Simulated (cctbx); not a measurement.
# Absolute structure of Ag3SF

Space group P2_1 (no. 4), a = 4.3600 Å, b = 6.4360 Å, c = 6.2410 Å, α = 90.00°, β = 90.34°, γ = 90.00°.

| atom | mult. | x | y | z | Ueq (Å²) |
| --- | --- | --- | --- | --- | --- |
| Ag1 | 2 | 0.0028 | 0.0787 | 0.8235 | 0.0167 |
| Ag2 | 2 | 0.6159 | 0.2445 | 0.4884 | 0.0104 |
| Ag3 | 2 | 0.4736 | 0.1972 | 0.0665 | 0.0146 |
| S1 | 2 | 0.4923 | 0.9916 | 0.7515 | 0.0156 |
| F1 | 2 | 0.9933 | 0.4953 | 0.7257 | 0.0282 |

The model is made up (kin elements in a known structure type, no relaxation), so it says nothing on whether the phase exists.

Data sets are simulated with cctbx and refined with Bijvoet mates kept apart; Flack x is then fitted as the share of an inverted twin with the atoms fixed, Hooft y from the Bijvoet differences. The group has rotations alone, so the crystal has a hand.

Untwinned crystal. What Flack and Hooft values should come out?

```
  λ (Å)  extinction (unmodelled)  d min (Å)  top counts  error (%)     model      R1  Flack x   s.u.  Hooft y   s.u.  pairs
0.71073                        0       0.77       40000          6  as given  0.0199     0.22   0.09    0.090  0.101    355
0.71073                        0       0.77       40000          6  inverted  0.0207     0.77   0.09    0.909  0.101    355
1.54184                        0       0.83       70000        1.5  as given  0.0062   -0.016  0.011   -0.008  0.014    283
```

With Mo Kα, x is within 3 s.u. of 0, so the hand is right, though an s.u. above 0.04 can't exclude a small twin share. With Cu Kα, x is within 3 s.u. of 0, so the hand is right. Inverting the model turns x into about 1 − x.

A further crystal gives:

| λ (Å) | extinction (unmodelled) | d min (Å) | top counts | error (%) | model | R1 | Flack x | s.u. | Hooft y | s.u. | pairs |
| --- | --- | --- | --- | --- | --- | --- | --- | --- | --- | --- | --- |
| 0.7749 | 0.1 | 0.65 | 70000 | 6 | as given | 0.0193 | 0.32 | 0.05 | 0.317 | 0.060 | 607 |

**Question.** What is it?

It was simulated as an inversion twin with a fraction 0.3 of the inverted domain. Flack x is over 3 s.u. from both 0 and 1 and reads that fraction.

[Logs are printed without paths, hosts, clocks, repeated set-up lines and the standing remarks that a program may print on its own settings, such as how far it seeks lower states.]
